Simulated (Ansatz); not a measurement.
## How fast states decay through Rb2LiBF6

A new crystal, Rb2LiBF6: structure, gap and complex bands. It is built by putting B for Al in the Rb2LiAlF6 structure of space group Fm-3m, with the volume rescaled by atomic radii. The parent structure comes from the Materials Project.

Program: Ansatz 0.2.0. Level of theory: LDA DFT, plane waves, PAW files, in the first sound run; inputs show where later runs differ. Results are calculated unless marked as measured.

The structure was built from a prototype and need not be the compound's stable phase.

## Step 1: The structure

Symmetry: Fm-3m, No. 225, cubic system. Conventional cell: a = 8.070 Å, b = 8.070 Å, c = 8.070 Å, α = 90.00°, β = 90.00°, γ = 90.00°. Nearest to Rb lie 12 F at 2.86 Å and 4 B at 3.49 Å and 4 Li at 3.49 Å. Li has 6 F at 2.21 Å nearest. Nearest to B lie 6 F at 1.82 Å and 8 Rb at 3.49 Å. F has 1 B at 1.82 Å and 1 Li at 2.21 Å and 4 Rb at 2.86 Å nearest. It derives from Rb2LiAlF6. B for Al in the Rb2LiAlF6 structure of space group Fm-3m. Farther neighbours and most contacts between anions are not listed.

## Step 2: Relaxing the new crystal

The substituted atoms don't fit the parent's cell, so cell and atoms relax together. A small smearing keeps the run stable in case the gap closes on the way.

Contents of input.yaml:

```yaml
crystal:
  lattice:
    - [0.0, 4.0351377348, 4.0351377348]
    - [4.0351377348, 0.0, 4.0351377348]
    - [4.0351377348, 4.0351377348, 0.0]
  atoms:
    - { symbol: Rb, position: [0.75, 0.75, 0.75] }
    - { symbol: Rb, position: [0.25, 0.25, 0.25] }
    - { symbol: Li, position: [0.5, 0.5, 0.5] }
    - { symbol: B, position: [0.0, 0.0, 0.0] }
    - { symbol: F, position: [0.774175, 0.225825, 0.225825] }
    - { symbol: F, position: [0.225825, 0.225825, 0.774175] }
    - { symbol: F, position: [0.225825, 0.774175, 0.774175] }
    - { symbol: F, position: [0.225825, 0.774175, 0.225825] }
    - { symbol: F, position: [0.774175, 0.225825, 0.774175] }
    - { symbol: F, position: [0.774175, 0.774175, 0.225825] }
kpoints:
  mp_grid: { grid: [6, 6, 6] }
scf:
  occupations: { method: gaussian, width: 0.03 }
hamiltonian:
  xc: lda
output:
  forces: true
  stress: true
relax:
  f_tol: 0.02
  max_steps: 60
  cell: {}
```

Run with:

```bash
ansatz run input.yaml --threads 2 --pin off --max-ram 4096MiB --backend cpu --events-out ev --progress --plain --runs-dir out
```

Numbers of over 12 decimals in the logs are rounded to 6 here.

The program printed:

```text
Engine: ansatz 0.2.0, x86_64-unknown-linux-gnu
Pseudopotentials: kind: paw
Pseudopotential: Rb, paw, valence charge 9, recommended cutoff 420 eV (normal), Rb.paw.azcp
Pseudopotential: Li, paw, valence charge 3, recommended cutoff 420 eV (normal), Li.paw.azcp
Pseudopotential: B, paw, valence charge 3, recommended cutoff 420 eV (normal), B.paw.azcp
Pseudopotential: F, paw, valence charge 7, recommended cutoff 420 eV (normal), F.paw.azcp
Functional definition: SPW92
  exchange = slater_x
  correlation = pw_c
Crystal: 10 atoms, lattice volume = 131.403 Å³
Basis set: ecut = 420 eV, 2637 PW (Γ)
Bands: 43, of which v1, the nominal top of the filled ones, is band 33 counted from 1 (32 counted from 0)
Symmetry: 48 space group operations
Space group: Fm-3m (ITA 225), of the structure as read, at distance tolerance 5.1e-5 Å
k-points: 16 of 216
Non-local potential: Rb, projectors of the file, l = 0: 3, l = 1: 2, l = 2: 2
Non-local potential: Li, projectors of the file, l = 0: 3, l = 1: 2, l = 2: 1
Non-local potential: B, projectors of the file, l = 0: 2, l = 1: 2, l = 2: 1
Non-local potential: F, projectors of the file, l = 0: 2, l = 1: 2, l = 2: 1
PAW form: soft (Blöchl's): semilocal exchange-correlation on the pseudo side does not see the compensation charge
PAW frozen core: Rb, regenerated for the run's functional, and the local potential with it (the file was generated under x = pbe(κ = 0.804, μ = 0.219515), c = pbe(β = 0.066725))
PAW frozen core: B, regenerated for the run's functional, and the local potential with it (the file was generated under x = pbe(κ = 0.804, μ = 0.219515), c = pbe(β = 0.066725))
PAW frozen core: F, regenerated for the run's functional, and the local potential with it (the file was generated under x = pbe(κ = 0.804, μ = 0.219515), c = pbe(β = 0.066725))
PAW one-centre angular grid: Rb, 110 points (default); XC on 64 Gauss nodes
PAW one-centre angular grid: Li, 110 points (default); XC on 64 Gauss nodes
PAW one-centre angular grid: B, 110 points (default); XC on 64 Gauss nodes
PAW one-centre angular grid: F, 110 points (default); XC on 64 Gauss nodes
Initial density: superposition of atomic densities (neutral atoms: chi_scale 0, normalization atom), corrected by the library's trained network
Initial wavefunctions: pseudopotential atomic-orbital guess
Functional: x = slater, c = lda
SCF iter   1: F=—  HF=-11463.895055 eV  |F-HF|=—  |Δ(HF+E_count)|=         —  Δρ=1.79e-2  dr2=2.95e-1  ethr=1.77e-3  ⟨swp⟩=6.3  Hψ=2859  notcnv=0  defer=7
preconditioner: auto → Resta (q_TF=auto, 2.432 Å⁻¹)  ε∞=3.4  [insulator: Δε(μ)=5.203 eV  Ē_g=16.867 eV  σ=0.030 eV  W_gap=1.00  n_scr=26 (ndim 8)  ℏωp=25.9 eV  f_vac=0.015  D(μ)=0.00/eV (n_scr^D=0)  ε∞_Penn≈3.4]
SCF iter   2: F=—  HF=-11463.812445 eV  |F-HF|=—  |Δ(HF+E_count)|=   8.26e-2  Δρ=5.35e-3  dr2=1.66e-2  ethr=4.47e-4  ⟨swp⟩=2.2  Hψ=1216  notcnv=0  defer=84
SCF iter   3: F=—  HF=-11463.808011 eV  |F-HF|=—  |Δ(HF+E_count)|=   4.43e-3  Δρ=2.15e-3  dr2=4.23e-3  ethr=2.52e-5  ⟨swp⟩=2.1  Hψ=955  notcnv=0  defer=84
SCF iter   4: F=—  HF=-11463.806869 eV  |F-HF|=—  |Δ(HF+E_count)|=   1.14e-3  Δρ=5.60e-4  dr2=2.93e-4  ethr=6.41e-6  ⟨swp⟩=3.0  Hψ=995  notcnv=0  defer=84
SCF iter   5: F=—  HF=-11463.806812 eV  |F-HF|=—  |Δ(HF+E_count)|=   5.64e-5  Δρ=6.16e-5  dr2=6.73e-6  ethr=4.44e-7  ⟨swp⟩=2.9  Hψ=1068  notcnv=0  defer=84
SCF iter   6: F=—  HF=-11463.806807 eV  |F-HF|=—  |Δ(HF+E_count)|=   5.48e-6  Δρ=8.18e-6  dr2=1.49e-7  ethr=1.02e-8  ⟨swp⟩=2.8  Hψ=1182  notcnv=0  defer=84
SCF iter   7: F=-11463.806807 eV  HF=-11463.806807 eV  |F-HF|=2.44e-9  |Δ(HF+E_count)|=   4.91e-8  Δρ=1.86e-6  dr2=6.84e-9  ethr=1.52e-10  ⟨swp⟩=3.9  Hψ=1996  notcnv=0
SCF 1 converged in 7 iterations: F = -11463.806807 eV  dr2 = 6.84e-9
  greatest PAW one-centre occupation: 1.000 electrons in one spin orbital (limit 2), on the Li atom at site 2 (counted from 0), in its partial waves of l = 0
relax step   1: F+E_penalty+E_count = -11463.80680682 eV  Δ(F+E_penalty+E_count) = +0.000e0 eV  max|allowed force component| = 2.170e0 eV/Å  Δτ_max = 0.0000 Å  P = -13.960 GPa  Ω = 131.403 Å³  (7 SCF iters, dr2 threshold 1.00e-7 eV, accepted)
Crystal: 10 atoms, lattice volume = 114.182 Å³
Basis set: ecut = 420 eV, 2229 PW (Γ)
Initial density: handed on by an earlier stage of this run
Initial wavefunctions: those handed on with the density
iter 1 solved again at ethr=2.36e-4 eV; its pass at ethr=3.10e-3 eV (dr2=1.56e-1 eV) is discarded
SCF iter   1: F=—  HF=-11465.434639 eV  |F-HF|=—  |Δ(HF+E_count)|=         —  Δρ=1.62e-2  dr2=1.53e-1  ethr=2.36e-4  ⟨swp⟩=2.6  Hψ=3535  notcnv=0
preconditioner: auto → Resta (q_TF=auto, 2.490 Å⁻¹)  ε∞=3.3  [insulator: Δε(μ)=7.187 eV  Ē_g=18.407 eV  σ=0.030 eV  W_gap=1.00  n_scr=26 (ndim 8)  ℏωp=27.8 eV  f_vac=0.000  D(μ)=0.00/eV (n_scr^D=0)  ε∞_Penn≈3.3]
SCF iter   2: F=—  HF=-11465.392169 eV  |F-HF|=—  |Δ(HF+E_count)|=   4.25e-2  Δρ=8.11e-3  dr2=4.19e-2  ethr=2.32e-4  ⟨swp⟩=3.6  Hψ=1203  notcnv=0
SCF iter   3: F=—  HF=-11465.376847 eV  |F-HF|=—  |Δ(HF+E_count)|=   1.53e-2  Δρ=2.69e-3  dr2=4.13e-3  ethr=6.35e-5  ⟨swp⟩=3.2  Hψ=1338  notcnv=0
SCF iter   4: F=—  HF=-11465.375689 eV  |F-HF|=—  |Δ(HF+E_count)|=   1.16e-3  Δρ=5.89e-4  dr2=2.83e-4  ethr=6.25e-6  ⟨swp⟩=2.0  Hψ=1324  notcnv=0  defer=47
SCF iter   5: F=—  HF=-11465.375637 eV  |F-HF|=—  |Δ(HF+E_count)|=   5.21e-5  Δρ=1.11e-4  dr2=8.89e-6  ethr=4.29e-7  ⟨swp⟩=2.2  Hψ=913  notcnv=0  defer=47
SCF iter   6: F=-11465.375636 eV  HF=-11465.375637 eV  |F-HF|=6.33e-8  |Δ(HF+E_count)|=   7.78e-8  Δρ=1.13e-5  dr2=1.71e-7  ethr=1.52e-9  ⟨swp⟩=5.0  Hψ=2409  notcnv=0
SCF 2 converged in 6 iterations: F = -11465.375636 eV  dr2 = 1.71e-7
relax step   2: F+E_penalty+E_count = -11465.37563648 eV  Δ(F+E_penalty+E_count) = -1.569e0 eV  max|allowed force component| = 1.091e0 eV/Å  Δτ_max = 0.0466 Å  P = -3.268 GPa  Ω = 114.182 Å³  energy of the carried Pulay correction = +9.372e-2 eV  (6 SCF iters, dr2 threshold 1.00e-6 eV, accepted)
Crystal: 10 atoms, lattice volume = 112.169 Å³
Basis set: ecut = 420 eV, 2133 PW (Γ)
iter 1 solved again at ethr=1.16e-4 eV; its pass at ethr=3.10e-3 eV (dr2=7.68e-2 eV) is discarded
SCF iter   1: F=—  HF=-11465.576564 eV  |F-HF|=—  |Δ(HF+E_count)|=         —  Δρ=2.06e-2  dr2=7.65e-2  ethr=1.16e-4  ⟨swp⟩=2.8  Hψ=3432  notcnv=0
preconditioner: auto → Resta (q_TF=auto, 2.497 Å⁻¹)  ε∞=3.2  [insulator: Δε(μ)=7.637 eV  Ē_g=18.873 eV  σ=0.030 eV  W_gap=1.00  n_scr=26 (ndim 8)  ℏωp=28.0 eV  f_vac=0.001  D(μ)=0.00/eV (n_scr^D=0)  ε∞_Penn≈3.2]
SCF iter   2: F=—  HF=-11465.564459 eV  |F-HF|=—  |Δ(HF+E_count)|=   1.21e-2  Δρ=9.68e-3  dr2=1.35e-2  ethr=1.16e-4  ⟨swp⟩=2.2  Hψ=1120  notcnv=0
SCF iter   3: F=—  HF=-11465.563879 eV  |F-HF|=—  |Δ(HF+E_count)|=   5.80e-4  Δρ=2.99e-3  dr2=1.85e-3  ethr=2.05e-5  ⟨swp⟩=2.0  Hψ=1128  notcnv=0
SCF iter   4: F=—  HF=-11465.563641 eV  |F-HF|=—  |Δ(HF+E_count)|=   2.38e-4  Δρ=1.83e-4  dr2=1.56e-5  ethr=2.80e-6  ⟨swp⟩=2.1  Hψ=957  notcnv=0
SCF iter   5: F=—  HF=-11465.563637 eV  |F-HF|=—  |Δ(HF+E_count)|=   4.01e-6  Δρ=2.47e-5  dr2=5.65e-7  ethr=1.52e-9  ⟨swp⟩=5.0  Hψ=2617  notcnv=0
SCF iter   6: F=-11465.563637 eV  HF=-11465.563637 eV  |F-HF|=1.28e-8  |Δ(HF+E_count)|=   1.76e-8  Δρ=4.12e-6  dr2=2.96e-8  ethr=8.57e-10  ⟨swp⟩=2.7  Hψ=1996  notcnv=0
SCF 3 converged in 6 iterations: F = -11465.563637 eV  dr2 = 2.96e-8
relax step   3: F+E_penalty+E_count = -11465.56363709 eV  Δ(F+E_penalty+E_count) = -1.880e-1 eV  max|allowed force component| = 3.212e-1 eV/Å  Δτ_max = 0.0699 Å  P = +3.169 GPa  Ω = 112.169 Å³  energy of the carried Pulay correction = +1.055e-1 eV  (6 SCF iters, dr2 threshold 1.00e-6 eV, accepted)
[...]
relax step   4: F+E_penalty+E_count = -11465.57808423 eV  Δ(F+E_penalty+E_count) = -1.445e-2 eV  max|allowed force component| = 5.370e-2 eV/Å  Δτ_max = 0.0050 Å  P = -0.130 GPa  Ω = 115.340 Å³  energy of the carried Pulay correction = +8.700e-2 eV  (5 SCF iters, dr2 threshold 1.00e-6 eV, accepted)
[...]
relax step   5: F+E_penalty+E_count = -11465.57781326 eV  Δ(F+E_penalty+E_count) = +2.710e-4 eV  max|allowed force component| = 1.555e-3 eV/Å  Δτ_max = 0.0031 Å  P = -0.004 GPa  Ω = 115.464 Å³  energy of the carried Pulay correction = +8.629e-2 eV  (4 SCF iters, dr2 threshold 1.80e-7 eV, accepted)
[...]
relax step   6: F+E_penalty+E_count = -11465.53716124 eV  Δ(F+E_penalty+E_count) = +4.065e-2 eV  max|allowed force component| = 6.935e-3 eV/Å  Δτ_max = 0.0000 Å  P = -0.803 GPa  Ω = 115.464 Å³  stress off target by 8.03e-1 GPa  SCF on the basis re-selected at this cell (its energy is not comparable with the rows above)  (6 SCF iters)
[...]
relax step   7: F+E_penalty+E_count = -11465.54768559 eV  Δ(F+E_penalty+E_count) = -1.052e-2 eV  max|allowed force component| = 8.848e-4 eV/Å  Δτ_max = 0.0052 Å  P = +0.028 GPa  Ω = 114.108 Å³  energy of the carried Pulay correction = +7.333e-3 eV  (5 SCF iters, dr2 threshold 1.00e-6 eV, accepted)
[...]
relax step   8: F+E_penalty+E_count = -11465.54051771 eV  Δ(F+E_penalty+E_count) = +7.168e-3 eV  max|allowed force component| = 1.592e-3 eV/Å  Δτ_max = 0.0000 Å  P = -0.051 GPa  Ω = 114.108 Å³  stress off target by 5.07e-2 GPa  SCF on the basis re-selected at this cell (its energy is not comparable with the rows above)  (5 SCF iters)
[...]
relax step   9: F+E_penalty+E_count = -11465.54092478 eV  Δ(F+E_penalty+E_count) = -4.071e-4 eV  max|allowed force component| = 3.588e-5 eV/Å  Δτ_max = 0.0002 Å  P = -0.002 GPa  Ω = 114.037 Å³  energy of the carried Pulay correction = +3.962e-4 eV  (4 SCF iters, dr2 threshold 6.42e-9 eV, accepted)
iter 1 solved again at ethr=1.82e-7 eV; its pass at ethr=3.10e-3 eV (dr2=1.20e-4 eV) is discarded
SCF iter   1: F=—  HF=-11465.540923 eV  |F-HF|=—  |Δ(HF+E_count)|=         —  Δρ=3.05e-6  dr2=6.60e-9  ethr=1.82e-7  ⟨swp⟩=3.5  Hψ=5106  notcnv=0
eigensolver tolerance schedule: the retry pair's looser diagonalisation over-reported the residual by 18252.50 of it (diagonalisation noise at an unbounded share of the residual, at the tolerance the schedule requests for it); recorded, not acted on — ethr = c·dr2/N_el stays at c = 1.0e-1
preconditioner: auto → Resta (q_TF=auto, 2.491 Å⁻¹)  ε∞=3.2  [insulator: Δε(μ)=7.434 eV  Ē_g=18.699 eV  σ=0.030 eV  W_gap=1.00  n_scr=26 (ndim 8)  ℏωp=27.8 eV  f_vac=0.001  D(μ)=0.00/eV (n_scr^D=0)  ε∞_Penn≈3.2]
SCF iter   2: F=—  HF=-11465.540925 eV  |F-HF|=—  |Δ(HF+E_count)|=   1.45e-6  Δρ=1.61e-6  dr2=1.99e-9  ethr=1.00e-11  ⟨swp⟩=3.3  Hψ=1721  notcnv=0
SCF iter   3: F=—  HF=-11465.540925 eV  |F-HF|=—  |Δ(HF+E_count)|=  1.98e-10  Δρ=8.25e-7  dr2=5.11e-10  ethr=3.02e-12  ⟨swp⟩=2.0  Hψ=733  notcnv=0
SCF iter   4: F=-11465.540925 eV  HF=-11465.540925 eV  |F-HF|=2.55e-11  |Δ(HF+E_count)|=  1.64e-11  Δρ=1.74e-7  dr2=3.26e-11  ethr=1.00e-12  ⟨swp⟩=3.0  Hψ=2616  notcnv=0
SCF 10 converged in 4 iterations: F = -11465.540925 eV  dr2 = 3.26e-11
relax step  10: F+E_penalty+E_count = -11465.54092478 eV  Δ(F+E_penalty+E_count) = -1.219e-9 eV  max|allowed force component| = 4.932e-5 eV/Å  Δτ_max = 0.0000 Å  P = -0.004 GPa  Ω = 114.037 Å³  stress off target by 3.89e-3 GPa  SCF on the basis re-selected at this cell (its energy is not comparable with the rows above)  (4 SCF iters)
basis re-selected at this cell: Δ(F+E_penalty+E_count) = -1.219e-9 eV, ΔP = -0.001 GPa vs the last step (what re-selecting the basis moved, of the pressure what is left beyond the Pulay correction that the steps carried, after the strain that the cell walked since its last selection, with what the two solves' SCF thresholds leave and, on support functions, any second-order correction that the steps lacked; it is no m [...]
SCF converged after 4 iterations
Free energy (F): -11465.540925 eV
Harris-Foulkes:  -11465.540925 eV  (|F-HF|=2.55e-11)
Internal energy: -11465.540925 eV  (E = F + TS)
E sigma→0 (E₀):  -11465.540925 eV
Fermi energy:    7.207499 eV
--- Per-component energies (eV) ---
  E_band       = -329.190433
  E_kinetic    = 1695.585656
  E_local      = -4453.430204  (includes V_loc(G=0)·N_el)
  E_nonlocal   = 787.716421
  E_hartree    = 1537.320420
  E_xc         = -773.273581
  E_vxc        = -936.603581  (∫ρ·V_xc dr)
  E_paw        = -6263.763077  (= ΣΔE_a)
  E_vpaw       = -497.112070  (= ΣTr[D̂ρ^β])
  E_aug_tail   = 0.012355  (compensation charges beyond the density's cutoff)
  E_ewald      = -3996.976778
  E_core_change = 1.267863  (= ΣΔE_core)
  E_smearing   = -0.000000  (= −TS)
  E_closure    = -0.000000  (closes the sum)
  Σ components = -11465.540925   (vs F -11465.540925, Δ=0.00e0)
--- Forces (eV/Å), atoms counted from 1 ---
  atom   1  Rb    -0.00000000    -0.00000000    -0.00000000
  atom   2  Rb     0.00000000     0.00000000     0.00000000
  atom   3  Li     0.00000000     0.00000000     0.00000000
  atom   4  B      0.00000000    -0.00000000    -0.00000000
  atom   5  F      0.00004932     0.00000000     0.00000000
  atom   6  F     -0.00000000    -0.00000000     0.00004932
  atom   7  F     -0.00004932    -0.00000000    -0.00000000
  atom   8  F     -0.00000000     0.00004932    -0.00000000
  atom   9  F      0.00000000    -0.00004932     0.00000000
  atom  10  F      0.00000000     0.00000000    -0.00004932
  max |Σ_I F_I| component: 8.65e-18 eV/Å
--- Stress (GPa, compression-positive) ---
       -0.003886      -0.000000      -0.000000
       -0.000000      -0.003886       0.000000
       -0.000000       0.000000      -0.003886
  P = ⅓ Tr σ = -0.0039 GPa (-0.039 kbar)
--- Relaxed structure (7 steps of the walk, 7 accepted, 3 SCFs on fresh bases) ---
  F+E_penalty+E_count = -11465.54092478 eV   max|allowed force component| = 4.932e-5 eV/Å   (the final SCF, on the basis selected at the relaxed cell)
  cell:  # Å, volume = 114.0371 Å³
    - [0, 3.848919, 3.848919]
    - [3.848919, 0, 3.848919]
    - [3.848919, 3.848919, 0]
  atoms:
    - { symbol: Rb, position: [0.750000, 0.750000, 0.750000] }
    - { symbol: Rb, position: [0.25, 0.25, 0.25] }
    - { symbol: Li, position: [0.5, 0.5, 0.5] }
    - { symbol: B, position: [4.460258173603971e-19, 0, -2.525688363366107e-19] }
    - { symbol: F, position: [0.787706, 0.212294, 0.212294] }
    - { symbol: F, position: [0.212294, 0.212294, 0.787706] }
    - { symbol: F, position: [0.212294, 0.787706, 0.787706] }
    - { symbol: F, position: [0.212294, 0.787706, 0.212294] }
    - { symbol: F, position: [0.787706, 0.212294, 0.787706] }
    - { symbol: F, position: [0.787706, 0.787706, 0.212294] }
```

The job ended after 13 s (2 threads of Intel Xeon 6975P-C (Granite Rapids), shared host; peak memory 0.48 GiB; 24 s of CPU time).

The steps of the relaxation:

| step | energy less that of the first step (eV) | largest force component (eV/Å) | pressure (GPa) | volume (Å³) |
| --- | --- | --- | --- | --- |
| 1 | 0.0000 | 2.1696 | -13.96 | 131.40 |
| 2 | -1.5688 | 1.0908 | -3.27 | 114.18 |
| 3 | -1.7568 | 0.3212 | 3.17 | 112.17 |
| 4 | -1.7713 | 0.0537 | -0.13 | 115.34 |
| 5 | -1.7710 | 0.0016 | 0.00 | 115.46 |
| 6* | -1.7304 | 0.0069 | -0.80 | 115.46 |
| 7 | -1.7409 | 0.0009 | 0.03 | 114.11 |
| 8* | -1.7337 | 0.0016 | -0.05 | 114.11 |
| 9 | -1.7341 | 0.0000 | 0.00 | 114.04 |
| 10* | -1.7341 | 0.0000 | 0.00 | 114.04 |

Relaxation steps marked * repeat the geometry before them on a plane-wave basis chosen anew for their cell, so energy and pressure can jump there.

Forces are held to the 48 operations that the run works with; a distortion that breaks them can't arise in this run.

| conventional cell, symmetrised | before | after | change |
| --- | --- | --- | --- |
| a (Å) | 8.070 | 7.698 | -4.6 % |
| b (Å) | 8.070 | 7.698 | -4.6 % |
| c (Å) | 8.070 | 7.698 | -4.6 % |
| volume (Å³/atom) | 13.14 | 11.40 | -13.2 % |

The atoms that moved most (Å, as changes of fractional coordinates times the final cell):

| atom | dx | dy | dz | length |
| --- | --- | --- | --- | --- |
| F10 | 0.000 | 0.000 | 0.104 | 0.104 |
| F7 | 0.104 | 0.000 | 0.000 | 0.104 |
| F9 | 0.000 | 0.104 | 0.000 | 0.104 |
| F6 | 0.000 | 0.000 | -0.104 | 0.104 |
| F5 | -0.104 | 0.000 | 0.000 | 0.104 |
| F8 | 0.000 | -0.104 | 0.000 | 0.104 |

Numbers from this step:

| Item | Value |
| --- | --- |
| free energy | -11465.5409 eV |
| Fermi energy | 7.207 eV |
| pressure | -0.003886 GPa |

The largest force component on a free atom ends at 4.9e-5 eV/Å.

(Continued in part 2 of 3.)

[Logs are printed without paths, hosts, clocks, repeated set-up lines and the standing remarks that a program may print on its own settings, such as how far it seeks lower states.]

[Hosts, paths, dates, database ids (printed as entryN), source tags and the programs' standing remarks are cut or masked in the printed files.]
